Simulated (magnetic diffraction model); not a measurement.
# Which magnetic order? HoB2Rh2

Space group I4/mmm (no. 139), a = 3.7160 Å, c = 9.4870 Å.

```
site  atom    x  y       z
  2a    Ho    0  0       0
  4d    Rh  1/2  0     1/4
  4e     B    0  0  0.3853
```

The compound is invented for this exercise: a known structure type with other elements, its cell scaled to their sizes and not relaxed.

Only Ho is taken to order (form factors of Ho3+); orders and moment sizes are assumed, and not adapted to the symmetry. Radiation: neutrons of λ = 2.0775 Å (absorption by B left out), 5° to 100°; isotropic B of 0.57 Å² (Ho), 0.61 Å² (Rh) and 0.84 Å² (B). The intensities are simulated: I ∝ L Σ (|F_N|² + |F_M⊥|²) for unpolarised neutrons, with F_M = 2.695 fm/μB × Σ f(s) S exp(2πi Q·r) exp(−B s²) at Q = H ± k (one set where k and −k are equivalent), only the part normal to Q counting and L = 1/(sin²θ cos θ). For collinear order S is the moment m, which repeats by lattice and centring translations R with the sign exp(−2πi k·R). Form factors are spin-only for 3d ions and dipole or tabulated for f ions, scattering lengths are Sears's of 1992, and absorption is left out. A label names one of the reflections at its angle. The strongest nuclear line in the range is 100, and lines under 0.2 are left out.

Above the ordering temperature:

| 2θ (°) | index | I |
| --- | --- | --- |
| 25.30 | (0 0 2) | 1.3 |
| 46.57 | (1 1 0) | 6.6 |
| 51.10 | (1 0 3) | 47.0 |
| 51.95 | (0 0 4) | 5.5 |
| 53.73 | (1 1 2) | 100.0 |
| 67.98 | (2 0 0) | 69.7 |
| 72.31 | (1 1 4) | 26.5 |
| 73.80 | (2 0 2) | 0.8 |
| 75.86 | (1 0 5) | 39.2 |
| 82.14 | (0 0 6) | 1.7 |
| 89.84 | (2 1 3) | 40.5 |
| 90.50 | (2 0 4) | 10.2 |

Below it (cell unchanged):

```tsv
2θ (°)	I
12.57	351.1
25.30	1.3
32.47	48.4
38.35	33.5
41.60	77.0
46.57	6.6
48.44	42.1
51.10	47.0
51.95	5.5
53.73	100.0
61.86	31.1
62.61	36.6
66.39	9.3
67.98	69.7
69.46	17.3
72.31	26.5
73.80	0.8
75.86	39.2
77.37	12.9
80.85	14.7
82.14	1.7
82.95	24.4
84.95	17.2
89.84	40.5
90.50	10.2
91.11	16.5
99.50	19.8
```

**Question.** Find the propagation vector, then choose among these models:
A. collinear moments along [001], 7.4 μB on Ho
B. collinear moments along [110], 7.4 μB on Ho
C. collinear moments along [100], 7.4 μB on Ho

The new lines index as (0 0 1) at 12.57°, (1 0 0) at 32.47°, (0 0 3) at 38.35° and (1 0 2) at 41.60°, that is as H ± k with k = (0 1 0). The indices are whole but break the lattice centring, so the moments reverse under a centring translation, those with k·t a half-integer.

Magnetic intensity, observed (below minus above) and for each model:

| 2θ (°) | index | observed | A | B | C |
| --- | --- | --- | --- | --- | --- |
| 12.57 | (0 0 1) | 351.1 | <0.2 | 351.1 | 351.1 |
| 32.47 | (0 1 0) | 48.4 | 96.8 | 48.4 | 48.4 |
| 38.35 | (0 0 3) | 33.5 | <0.2 | 33.5 | 33.5 |
| 48.44 | (1 1 1) | 42.1 | 73.0 | 42.1 | 42.1 |
| 62.61 | (1 0 4) | 36.6 | 12.4 | 36.6 | 36.6 |
| 69.46 | (2 0 1) | 17.3 | 32.2 | 17.3 | 17.3 |
| 82.95 | (2 1 2) | 24.4 | 39.1 | 24.4 | 24.4 |
| 91.11 | (1 0 6) | 16.5 | 2.7 | 16.5 | 16.5 |

Models B and C match alike on every line, so these data can't choose among them (such ties are often domains of one structure): a powder sees only the angle between collinear moments and the unique axis of a uniaxial spin configuration, and no direction at all where the configuration is cubic.

The structure used: k = (0 1 0), collinear moments along [110], 7.4 μB on Ho.

[Logs are printed without paths, hosts, clocks, repeated set-up lines and the standing remarks that a program may print on its own settings, such as how far it seeks lower states.]
